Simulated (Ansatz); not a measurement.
# AlIn (hypothetical, Fm-3m): a volume series of phonon spectra, part 2 of 4

Which modes of AlIn (hypothetical) drive its thermal expansion? The crystal structure is hypothetical: it was made by swapping elements on a known structure type.

Ansatz 0.2.0; DFT PBE, scalar-relativistic, plane waves, PAW.

So far. Step 2 (A first coarse run): The start is under 32 GPa at this level and looks like a metal on this mesh. Step 5 (Tight relaxation): The residual pressure is -0.0031 GPa, small enough for phonons.

### Step 6. Lattice dynamics at this volume, V/V0 1

The same q-mesh and k-mesh are kept at every volume, so that much of their error can cancel in the differences.

Input file input.yaml:

```yaml
crystal:
  lattice:
    - [0.0, 2.8993861299, 2.8993861299]
    - [2.8993861299, 0.0, 2.8993861299]
    - [2.8993861299, 2.8993861299, 0.0]
  atoms:
    - { symbol: Al, position: [0.5, 0.5, 0.5] }
    - { symbol: In, position: [0.0, 0.0, 0.0] }
kpoints:
  mp_grid: { grid: [12, 12, 12] }
hamiltonian:
  xc: pbe
scf:
  occupations: { method: methfessel_paxton, width: 0.15 }
output:
  eigenvalues: true
phonons:
  method: dfpt
  qmesh: [4, 4, 4]
  temperatures: { t_max: 1000, t_step: 50 }
  qpath:
    path:
      - [[0.0, 0.0, 0.0], [0.5, 0.0, 0.5], [0.625, 0.25, 0.625]]
      - [[0.375, 0.375, 0.75], [0.0, 0.0, 0.0], [0.5, 0.5, 0.5], [0.5, 0.25, 0.75], [0.5, 0.0, 0.5]]
    npoints: 10
```

The run is started by

```sh
$ ansatz run input.yaml --threads 4 --pin off --max-ram 8192MiB --backend cpu --events-out ev --progress --plain --runs-dir out
```

Numbers of over 12 decimals in the logs are rounded to 6 here.

The log of the run:

```text
[...]
Crystal: 2 atoms, lattice volume = 48.747 Å³
Basis set: ecut = 420 eV, 941 PW (Γ), exchange–correlation on 60×60×60 points (8 copies of the dense FFT grid, shifted against one another)
Bands: 12, of which v1, the nominal top of the filled ones, is band 8 counted from 1 (7 counted from 0)
Symmetry: 48 space group operations
k-points: 72 of 1728
[...]
SCF iter   1: F=—  HF=-6134.769777 eV  |F-HF|=—  |Δ(HF+E_count)|=         —  Δρ=1.41e-3  dr2=1.02e-3  ethr=1.77e-3  ⟨swp⟩=5.4  Hψ=5367  notcnv=0
[...]
SCF iter   9: F=-6134.769031 eV  HF=-6134.769031 eV  |F-HF|=2.73e-12  |Δ(HF+E_count)|=  4.55e-12  S|Δr|=    0.00e0  Δρ=1.51e-8  dr2=6.83e-14  ethr=1.00e-12  ⟨swp⟩=6.2  Hψ=3507  notcnv=0
SCF 1 converged in 9 iterations: F = -6134.769031 eV  dr2 = 6.83e-14
[...]
SCF iter   4: F=-6134.769031 eV  HF=-6134.769031 eV  |F-HF|=3.64e-12  |Δ(HF+E_count)|=  1.91e-11  S|Δr|=    0.00e0  Δρ=1.58e-7  dr2=5.56e-12  ethr=1.00e-12  ⟨swp⟩=1.6  Hψ=2655  notcnv=0
SCF 2 converged in 4 iterations: F = -6134.769031 eV  dr2 = 5.56e-12
phonons: the bands overlap, so this run is a metal and interpolates without the dipole-dipole term. If the crystal is really an insulator or semiconductor, its LO-TO splitting is missing
NSCF: frozen V_eff on 72 k-points
[...]
DFPT response loops at q = (0, 0, 0) (fractional): preconditioner auto → Kerker (q_TF=auto, 2.266 Å⁻¹) (partly filled bands, converged f_vac=0.000); β = 1.00, the filter's whole step (`scf.mixing.beta` (0.50) is not read by the response loops under this deck's `scf.mixing.preconditioner`; to damp them name `kerker` or `kerker_dos`, under which they read `scf.mixing.beta`, and type it under 1.00, their step now; both keys bind the ground state too); Broyden in place of MSR1
[...]
SCF converged after 9 iterations
[...]
Free energy (F): -6134.769031 eV
[...]
Internal energy: -6134.770479 eV  (E = F + TS)
E sigma→0 (E₀):  -6134.769393 eV
Entropy (-TS):   0.001448 eV (0.724 meV/atom)
Fermi energy:    7.545002 eV
[...]
--- Band table (eV; the first three rows and the last of 72) ---
  k-point 0: bands = [... 4 lower, -6.8074, -1.6957, 9.8785, 9.8785, 9.8785, 12.0729, 13.9959, 13.9959]
  k-point 1: bands = [... 4 lower, -6.8046, -1.6010, 8.9773, 9.8507, 9.8507, 12.5257, 13.9365, 14.1525]
  k-point 2: bands = [... 4 lower, -6.7960, -1.3167, 7.4180, 9.7994, 9.7994, 12.5191, 13.5723, 13.5723]
  k-point 71: bands = [... 4 lower, -6.7304, 3.0124, 3.7167, 4.9642, 4.9642, 12.2722, 12.4556, 14.5716]
--- Phonons (Γ-DFPT): 2 representative perturbations + reference (Σ response iterations 6) ---
  ASR residual: 7.501e-5 → 0.000e0 eV/Å²; symmetrization residual: 1.081e-6 eV/Å²
  ASR residual per site (eV/Å²): 4.12e-6 7.50e-5
  Γ frequencies (cm⁻¹): 0.00 0.00 0.00 200.42 200.42 200.42
--- Phonons (arbitrary-q DFPT): 8 irreducible q on the 4×4×4 mesh ---
  q = [0.0000, 0.0000, 0.0000] (star 1, of the zone-centre solve; hermiticity 6.70e-7, symmetrization 1.42e-11): -0.00 0.00 0.00 200.42 200.42 200.42
  q = [0.0000, 0.0000, 0.2500] (star 8, 2 solved perturbations on 936 of 1728 k-point pairs; hermiticity 2.51e-6, symmetrization 2.88e-12): 52.72 52.72 56.35 177.57 177.57 181.19
[...]
q = [0.0000, 0.2500, 0.2500] (star 6, 4 solved perturbations in 1608 linear systems a pass and spin channel, the states on 510 of 1728 k-point pairs; hermiticity 1.96e-6, symmetrization 8.24e-13): -25.08 -25.08 77.28 151.74 198.65 198.65
[...]
sum rule: each row above includes the acoustic sum rule's correction from the zone centre's row sums; it moved no ω² by more than (0.42 cm⁻¹)²
  mesh force constants: q→R imaginary residual 9.36e-18; ASR residual 7.501e-5 → 0.000e0 eV/Å²; symmetrization residual 3.331e-15 eV/Å²
  interpolated dispersion: 62 rows × 6 modes
  density of states and harmonic sums: on the 20×20×20 q-mesh, interpolated from the force constants of a 4×4×4 supercell (no non-analytic term)
  largest difference from the sums on the solved wave vectors: F 2.19e-2 eV, S 2.33e-5 and C_V 2.12e-6 eV/K
  zero-point energy: 0.040278 eV/cell   skipped modes (ω ≤ 0): 290, of them read as no rigid motion or as one in doubt: 287 (1.109e0 modes/cell left out, lowest -52.26 cm⁻¹)   left out of the sums: 1.85e-1 of the cell's modes: C_V's classical limit lies that fraction below 3 k_B per atom; for a crystal, a wire or a layer, F and S can be off by more, and a phonons.interpolated_qmesh denser along its periods is the remedy for the sampling
```

Wall time 4.3 min (4 threads of Intel Xeon Platinum 8259CL at 2.50GHz (Skylake/Cascade Lake), shared host); peak memory 2.6 GiB; 16 min of CPU time.

This step gave:

- Γ frequencies: 0, 0, 0, 200.4, 200.4, 200.4 cm⁻¹ (negative: imaginary)
- lowest frequency on the path: -52.34 cm⁻¹
- point group: m-3m
- highest frequency: 217.9 cm⁻¹

No LO-TO term. Phonon branches along the path, in cm⁻¹:

```csv
point,branch 1,branch 2,branch 3,branch 4,branch 5,branch 6
Γ,0,0,0,200,200,200
halfway,-25,-25,77,152,199,199
X,-47,-35,-35,204,204,218
halfway,-50,-30,-23,200,200,215
U,-52,20,33,186,187,211
jump to K,-52,20,33,186,187,211
halfway,-36,78,82,154,157,206
Γ,0,0,0,200,200,200
halfway,53,53,56,178,178,181
L,82,82,91,145,145,147
halfway,-11,18,84,149,187,188
W,-50,-50,79,142,212,212
halfway,-51,-38,33,180,209,214
X,-47,-35,-35,204,204,218
```

The phonon branches as a text plot (rows in cm⁻¹):

```
    212 |           ************                         ********
    201 |***************        **********             **      **
    190 |  *     *      ***         *     **          **      *
    178 |                  *      **        **       *
    167 |   *   *           *    *           **     *        *
    156 |    ***             ****             **   *        *
    145 |                      *                ************
    133 |
    122 |
    111 |
    100 |
     88 |    **                *               *********
     77 |   *  *             ****             ******    ****
     66 |                   *    *           **    *
     55 |  *    *                 **        *       *       *
     43 |                  *               *         *       *
     32 |                **         *     *          *
     21 | *               *          *   *            *
     10 |               **              *                     *
     -2 |*                            **
    -13 | **     *                   *                *
    -24 |   ********   **         ***                  *
    -35 |         ******       ***                     **    ****
    -47 |           ***********                         *********
         Γ           X  U|K            Γ         L        W     X
```

Tetrahedra on 20 20 20, mean over bins of 5 cm⁻¹. The phonon density of states by wavenumber; read off at these points:

wavenumber (cm⁻¹), phonon density of states (1/cm⁻¹/cell) and a bar:
```
      -52     0.0134 ######
      -48     0.0297 #############
      -38     0.0255 ###########
      -32     0.0301 ##############
      -22     0.0235 ###########
      -18     0.0149 #######
       -8     0.0104 #####
       -2     0.0098 ####
        8     0.0096 ####
       12     0.0098 ####
       22     0.0117 #####
       28     0.0138 ######
       38     0.0185 ########
       42     0.0200 #########
       48     0.0215 ##########
       58     0.0242 ###########
       62     0.0260 ############
       72     0.0327 ###############
       78     0.0444 ####################
       82     0.0530 ########################
       88     0.0064 ###
       92     0.0000 
      102     0.0000 
      108     0.0000 
      118     0.0000 
      122     0.0000 
      128     0.0000 
      138     0.0000 
      142     0.0007 
      152     0.0576 ##########################
      158     0.0395 ##################
      168     0.0336 ###############
      172     0.0335 ###############
      182     0.0363 ################
      188     0.0396 ##################
      198     0.0668 ##############################
      202     0.0633 ############################
      212     0.0172 ########
      218     0.0015 #
```

The modes has structure finer than the step of the table below, so its rows give means over 10 cm⁻¹, whole bins alone (the curve runs from -62.2 to 234 cm⁻¹). Peaks (cm⁻¹: height): Al -32.5: 0.00776, 150.0: 0.0595, 170.5: 0.0347, 181.7: 0.0332, 200.3: 0.0545; In -32.5: 0.0266, 83.0: 0.0511, 200.3: 0.0152.

Phonopy on the run's constants, 17x17x17 mesh, Gaussian sigma 2.1 cm⁻¹. The modes by wavenumber; means over each step; values in 1/cm⁻¹/cell:

```csv
wavenumber (cm⁻¹),Al,In
-50,0.00535,0.0166
-40,0.00626,0.0204
-30,0.00667,0.0234
-20,0.00465,0.0169
-10,0.00198,0.00726
0,4.9e-4,0.00181
10,0.00177,0.00664
20,0.00246,0.00949
30,0.00332,0.0132
40,0.00401,0.0168
50,0.00373,0.0177
60,0.00396,0.0224
70,0.00308,0.0267
80,0.00168,0.0422
90,1.5e-4,0.00877
100,0,5.9e-6
110,0,0
120,0,0
130,0,0
140,0.00347,4.5e-5
150,0.0452,0.00177
160,0.0328,0.00401
170,0.0278,0.00536
180,0.0281,0.00663
190,0.0340,0.00890
200,0.0492,0.0138
210,0.0286,0.00879
220,0.00126,4.1e-4
```

No LO-TO term. Modes at Γ, with each element's share of the kinetic energy:

```csv
mode,frequency (cm⁻¹),symmetry,Al %,In %
1,0.0,T1u,19,81
2,0.0,T1u,19,81
3,0.0,T1u,19,81
4,200.4,T1u,81,19
5,200.4,T1u,81,19
6,200.4,T1u,81,19
```

Displacements in mode 6 (200.4 cm⁻¹), the largest set to 1:
```
Al1  0.00  1.00  0.55
In2  0.00 -0.23 -0.13
```

The lowest solved frequency is -49.5 cm⁻¹, so the cell is unstable here and gives no valid free energy.

### Step 7. A cell at another volume, V/V0 1.015

Symmetry fixes every atom, so a single point at the scaled cell gives the energy and pressure of this member.

input.yaml, the sections that differ from step 6:

```yaml
crystal:
  lattice:
    - [0.0, 2.913811174, 2.913811174]
    - [2.913811174, 0.0, 2.913811174]
    - [2.913811174, 2.913811174, 0.0]
  atoms:
    - { symbol: Al, position: [0.5, 0.5, 0.5] }
    - { symbol: In, position: [0.0, 0.0, 0.0] }
output:
  forces: true
  stress: true
  eigenvalues: true
# kpoints, hamiltonian, scf: as in step 6
# phonons: removed
```

The log of the run:

```text
[...]
Crystal: 2 atoms, lattice volume = 49.478 Å³
Basis set: ecut = 420 eV, 941 PW (Γ), exchange–correlation on 60×60×60 points (8 copies of the dense FFT grid, shifted against one another)
Bands: 12, of which v1, the nominal top of the filled ones, is band 8 counted from 1 (7 counted from 0)
Symmetry: 48 space group operations
[...]
k-points: 72 of 1728
[...]
SCF iter   1: F=—  HF=-6134.768342 eV  |F-HF|=—  |Δ(HF+E_count)|=         —  Δρ=1.38e-3  dr2=1.02e-3  ethr=1.77e-3  ⟨swp⟩=5.4  Hψ=5376  notcnv=0
[...]
SCF iter   6: F=-6134.767599 eV  HF=-6134.767599 eV  |F-HF|=2.31e-9  |Δ(HF+E_count)|=   7.34e-9  S|Δr|=    0.00e0  Δρ=3.84e-6  dr2=7.24e-9  ethr=6.25e-10  ⟨swp⟩=6.6  Hψ=4488  notcnv=0
SCF 1 converged in 6 iterations: F = -6134.767599 eV  dr2 = 7.24e-9
[...]
SCF converged after 6 iterations
[...]
Free energy (F): -6134.767599 eV
[...]
Internal energy: -6134.769285 eV  (E = F + TS)
E sigma→0 (E₀):  -6134.768021 eV
Entropy (-TS):   0.001686 eV (0.843 meV/atom)
Fermi energy:    7.383358 eV
[...]
--- Stress (GPa, compression-positive) ---
       -0.612883      -0.000000       0.000000
       -0.000000      -0.612883       0.000000
        0.000000       0.000000      -0.612883
  P = ⅓ Tr σ = -0.6129 GPa (-6.129 kbar)
--- Band table (eV; the first three rows and the last of 72) ---
  k-point 0: bands = [... 4 lower, -6.9612, -1.7706, 9.6847, 9.6847, 9.6847, 11.7347, 13.8052, 13.8052]
  k-point 1: bands = [... 4 lower, -6.9585, -1.6771, 8.7789, 9.6580, 9.6580, 12.2117, 13.7372, 13.9581]
  k-point 2: bands = [... 4 lower, -6.9504, -1.3960, 7.2335, 9.6093, 9.6093, 12.2635, 13.3530, 13.3530]
  k-point 71: bands = [... 4 lower, -6.8879, 2.8663, 3.5578, 4.8462, 4.8462, 12.0350, 12.2219, 14.3759]
```

Run time: 1.1 s. Hardware: 4 threads; peak memory 0.42 GiB.

This step gave:

| Property | Result |
| --- | --- |
| pressure | -0.6129 GPa |
| volume per atom | 24.74 Å³ |

The run ends at a pressure of -0.61 GPa.

### Step 8. A run with changed settings

One run with other settings shows how much the ground state depends on them.

This step: DFT PBE, scalar-relativistic, plane waves, PAW; settings changed (Ansatz 0.2.0).

The cell differs from the one that the last finished run ended in (a 4.121 → 7.787 Å, b 4.121 → 7.787 Å, c 4.121 → 7.787 Å).

Input file input.yaml:

```yaml
crystal:
  lattice:
    - [0.0, 5.50630503, 5.50630503]
    - [5.50630503, 0.0, 5.50630503]
    - [5.50630503, 5.50630503, 0.0]
  atoms:
    - { symbol: Al, position: [0.5, 0.5, 0.5] }
    - { symbol: In, position: [0.0, 0.0, 0.0] }
kpoints:
  mp_grid: { grid: [12, 12, 12] }
hamiltonian:
  xc: pbe
scf:
  occupations: { method: methfessel_paxton, width: 0.15 }
  max_iter: 60
output:
  forces: true
  eigenvalues: true
  stress: true
```

The log of the run:

```text
[...]
Crystal: 2 atoms, lattice volume = 333.896 Å³
Basis set: ecut = 420 eV, 6423 PW (Γ), exchange–correlation on 108×108×108 points (8 copies of the dense FFT grid, shifted against one another)
Bands: 12, of which v1, the nominal top of the filled ones, is band 8 counted from 1 (7 counted from 0)
Symmetry: 48 space group operations
[...]
k-points: 72 of 1728
[...]
SCF iter   1: F=—  HF=-6130.218342 eV  |F-HF|=—  |Δ(HF+E_count)|=         —  Δρ=2.10e-3  dr2=9.25e-2  ethr=1.77e-3  ⟨swp⟩=6.2  Hψ=4686  notcnv=0
[...]
SCF iter   9: F=-6130.208138 eV  HF=-6130.208138 eV  |F-HF|=4.63e-9  |Δ(HF+E_count)|=   1.76e-7  S|Δr|=    0.00e0  Δρ=3.93e-7  dr2=1.56e-9  ethr=6.25e-10  ⟨swp⟩=6.4  Hψ=3947  notcnv=0
SCF 1 converged in 9 iterations: F = -6130.208138 eV  dr2 = 1.56e-9
[...]
SCF converged after 9 iterations
[...]
Free energy (F): -6130.208138 eV
[...]
Internal energy: -6130.197676 eV  (E = F + TS)
E sigma→0 (E₀):  -6130.205523 eV
Entropy (-TS):   -0.010462 eV (-5.231 meV/atom)
Fermi energy:    -1.254984 eV
[...]
--- Stress (GPa, compression-positive) ---
       -0.728664       0.000000       0.000000
       -0.000000      -0.728664      -0.000000
        0.000000      -0.000000      -0.728664
  P = ⅓ Tr σ = -0.7287 GPa (-7.287 kbar)
--- Band table (eV; the first three rows and the last of 72) ---
  k-point 0: bands = [... 4 lower, -17.1028, -6.6114, -5.8562, -1.0417, -1.0417, -1.0417, -0.2641, -0.2641]
  k-point 1: bands = [... 4 lower, -17.1028, -6.6080, -5.8595, -1.0439, -1.0352, -1.0352, -0.3270, -0.2884]
  k-point 2: bands = [... 4 lower, -17.1028, -6.5983, -5.8688, -1.0487, -1.0153, -1.0153, -0.4704, -0.3553]
  k-point 71: bands = [... 4 lower, -17.1028, -6.5493, -5.9014, -1.4673, -1.4673, -0.8563, -0.7616, -0.0387]
```

Wall time 5.8 s (4 threads); peak memory 0.8 GiB; 21 s of CPU time.

The run finished. A setting was moved off its sound value on purpose, so it serves as a test and not as the result.

The fault put into the input: a lattice typed in bohr (crystal.lattice).

### Step 9. Lattice dynamics at this volume, V/V0 1.015

Phonons at this volume give one point of F(V, T); meshes stay fixed along the series.

This step: DFT PBE, scalar-relativistic, plane waves, PAW (Ansatz 0.2.0).

Input file input.yaml:

```yaml
crystal:
  lattice:
    - [0.0, 2.913811174, 2.913811174]
    - [2.913811174, 0.0, 2.913811174]
    - [2.913811174, 2.913811174, 0.0]
  atoms:
    - { symbol: Al, position: [0.5, 0.5, 0.5] }
    - { symbol: In, position: [0.0, 0.0, 0.0] }
kpoints:
  mp_grid: { grid: [12, 12, 12] }
hamiltonian:
  xc: pbe
scf:
  occupations: { method: methfessel_paxton, width: 0.15 }
output:
  eigenvalues: true
phonons:
  method: dfpt
  qmesh: [4, 4, 4]
  temperatures: { t_max: 1000, t_step: 50 }
  qpath:
    path:
      - [[0.0, 0.0, 0.0], [0.5, 0.0, 0.5], [0.625, 0.25, 0.625]]
      - [[0.375, 0.375, 0.75], [0.0, 0.0, 0.0], [0.5, 0.5, 0.5], [0.5, 0.25, 0.75], [0.5, 0.0, 0.5]]
    npoints: 10
```

The log of the run:

```text
[...]
Crystal: 2 atoms, lattice volume = 49.478 Å³
Basis set: ecut = 420 eV, 941 PW (Γ), exchange–correlation on 60×60×60 points (8 copies of the dense FFT grid, shifted against one another)
Bands: 12, of which v1, the nominal top of the filled ones, is band 8 counted from 1 (7 counted from 0)
Symmetry: 48 space group operations
k-points: 72 of 1728
[...]
k-point 71: bands = [... 4 lower, -6.8880, 2.8663, 3.5579, 4.8462, 4.8462, 12.0350, 12.2219, 14.3759]
[...]
ASR residual: 1.428e-4 → 0.000e0 eV/Å²; symmetrization residual: 1.788e-6 eV/Å²
  ASR residual per site (eV/Å²): 1.98e-5 1.43e-4
  Γ frequencies (cm⁻¹): 0.00 0.00 0.00 195.00 195.00 195.00
--- Phonons (arbitrary-q DFPT): 8 irreducible q on the 4×4×4 mesh ---
[...]
interpolated dispersion: 62 rows × 6 modes
[...]
[key lines of the parts left out:]
SCF converged after 8 iterations
Free energy (F): -6134.767599 eV
Fermi energy:    7.383369 eV
```

Elapsed: 4.4 min, on 4 threads; peak memory 2.6 GiB; 16 min of CPU time.

The lowest solved frequency is -47.1 cm⁻¹, so the cell is unstable here and gives no valid free energy. The highest zone-centre mode (no LO–TO term) moved by -2.7 % for a volume change of +1.5 %.

### Step 10. Single point at a scaled cell, V/V0 0.985

Symmetry fixes every atom, so a single point at the scaled cell gives the energy and pressure of this member.

The cell differs from the one that the last finished run ended in (a 4.121 → 4.080 Å, b 4.121 → 4.080 Å, c 4.121 → 4.080 Å).

input.yaml, the sections that differ from step 9:

```yaml
crystal:
  lattice:
    - [0.0, 2.8848161044, 2.8848161044]
    - [2.8848161044, 0.0, 2.8848161044]
    - [2.8848161044, 2.8848161044, 0.0]
  atoms:
    - { symbol: Al, position: [0.5, 0.5, 0.5] }
    - { symbol: In, position: [0.0, 0.0, 0.0] }
output:
  forces: true
  stress: true
  eigenvalues: true
  write_density: true
  write_potential: true
  elf: true
  volumetric_format: npy
# kpoints, hamiltonian, scf: as in step 9
# phonons: removed
```

The log of the run:

```text
[...]
Crystal: 2 atoms, lattice volume = 48.016 Å³
Basis set: ecut = 420 eV, 941 PW (Γ), exchange–correlation on 60×60×60 points (8 copies of the dense FFT grid, shifted against one another)
Bands: 12, of which v1, the nominal top of the filled ones, is band 8 counted from 1 (7 counted from 0)
Symmetry: 48 space group operations
[...]
k-points: 72 of 1728
[...]
--- Band table (eV; the first three rows and the last of 72) ---
  k-point 0: bands = [... 4 lower, -6.6495, -1.6184, 10.0783, 10.0783, 10.0783, 12.4218, 14.1922, 14.1922]
  k-point 1: bands = [... 4 lower, -6.6465, -1.5226, 9.1808, 10.0493, 10.0493, 12.8480, 14.1438, 14.3524]
  k-point 2: bands = [... 4 lower, -6.6375, -1.2349, 7.6073, 9.9953, 9.9953, 12.7784, 13.7977, 13.7977]
  k-point 71: bands = [... 4 lower, -6.5685, 3.1627, 3.8804, 5.0860, 5.0860, 12.5165, 12.6964, 14.7727]
[key lines of the parts left out:]
SCF converged after 6 iterations
Free energy (F): -6134.767542 eV
Fermi energy:    7.711124 eV
P = ⅓ Tr σ = 0.6649 GPa (6.649 kbar)
```

The job ended after 1.2 s (4 threads; peak memory 0.42 GiB).

The run ends at a pressure of 0.66 GPa.

[end of part 2 of 4]

[Logs are printed without paths, hosts, clocks, repeated set-up lines and the standing remarks that a program may print on its own settings, such as how far it seeks lower states.]

[Hosts, paths, dates, database ids (printed as entryN), source tags and the programs' standing remarks are cut or masked in the printed files.]

[A step with changed settings may run another functional than the one named; its input shows which.]


